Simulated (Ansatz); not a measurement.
## Lattice dynamics of (ScN)2(TiC)2 [001] superlattice, started as rocksalt type

Aim: the phonons of (ScN)2(TiC)2 [001] superlattice, started as rocksalt type at a cell relaxed beforehand at this level.

Main program and level: Ansatz 0.2.0; DFT PBE, scalar-relativistic, plane waves, PAW.

The structure was built from a prototype and need not be the compound's stable phase.

Symmetry: P4/nmm, No. 129, tetragonal system. The conventional cell has a = 3.118 Å, b = 3.118 Å, c = 8.909 Å, α = 90.00°, β = 90.00°, γ = 90.00°. Nearest to C lie 5 Ti at 2.14 to 2.20 Å and 1 Sc at 2.27 Å. N has 1 Ti at 2.20 Å and 5 Sc at 2.20 to 2.30 Å nearest. Nearest to Sc lie 5 N at 2.20 to 2.30 Å and 1 C at 2.27 Å. Ti has 5 C at 2.14 to 2.20 Å and 1 N at 2.20 Å nearest. Farther neighbours and most contacts between anions are not listed.

- space group (within 0.01 Å): P4/nmm
- volume per atom: 10.8 Å³
- electronic character: no gap on this mesh
- highest optical mode at the zone centre (no LO-TO term): 654 cm⁻¹
- lowest optical zone-centre mode: 192 cm⁻¹
- imaginary modes at Γ (the only wavevector solved): none

**Reading.** The structure is stable against zone-centre distortions, since no mode there is imaginary; other wavevectors were not solved, so zone-boundary instabilities are untested. The optical modes at Γ span 192 to 654 cm⁻¹. No dispersion was computed. The highest mode in this list at Γ, 654.1 cm⁻¹, is mostly motion of C (78 % of the kinetic energy). With no gap, or one that is small against the smearing, the frequencies hang on the k mesh and the smearing, most of all near Kohn anomalies. The starting cell was built on a prototype and not taken from a measurement, so the phase need not exist. These are harmonic frequencies at zero temperature: anharmonic shifts, linewidths and thermal expansion are left out.

What was the input of the first run?

One input that does so (others would too):

input.yaml

```yaml
crystal:
  lattice:
    - [2.2046642552, 2.2046642552, 0.0]
    - [-2.2046642552, 2.2046642552, 0.0]
    - [0.0, 0.0, 8.9091508844]
  atoms:
    - { symbol: C, position: [0.5, 0.5, 0.5066680478] }
    - { symbol: C, position: [0.0, 0.0, 0.7433319522] }
    - { symbol: "N", position: [0.5, 0.5, -0.0053883069] }
    - { symbol: "N", position: [0.0, 0.0, 0.2553883069] }
    - { symbol: Sc, position: [0.0, 0.0, -0.0023215632] }
    - { symbol: Sc, position: [0.5, 0.5, 0.2523215632] }
    - { symbol: Ti, position: [0.0, 0.0, 0.5026326909] }
    - { symbol: Ti, position: [0.5, 0.5, 0.7473673091] }
kpoints:
  mp_grid: { grid: [12, 12, 4] }
hamiltonian:
  xc: pbe
scf:
  occupations: { method: methfessel_paxton, width: 0.2 }
output:
  eigenvalues: true
phonons:
  method: dfpt
```

Launch:

```bash
> ansatz run input.yaml --threads 4 --pin off --max-ram 14336MiB --backend cpu --events-out ev --progress --plain --runs-dir out
```

[Logs are printed without paths, hosts, clocks, repeated set-up lines and the standing remarks that a program may print on its own settings, such as how far it seeks lower states.]

[Hosts, paths, dates, database ids (printed as entryN), source tags and the programs' standing remarks are cut or masked in the printed files.]
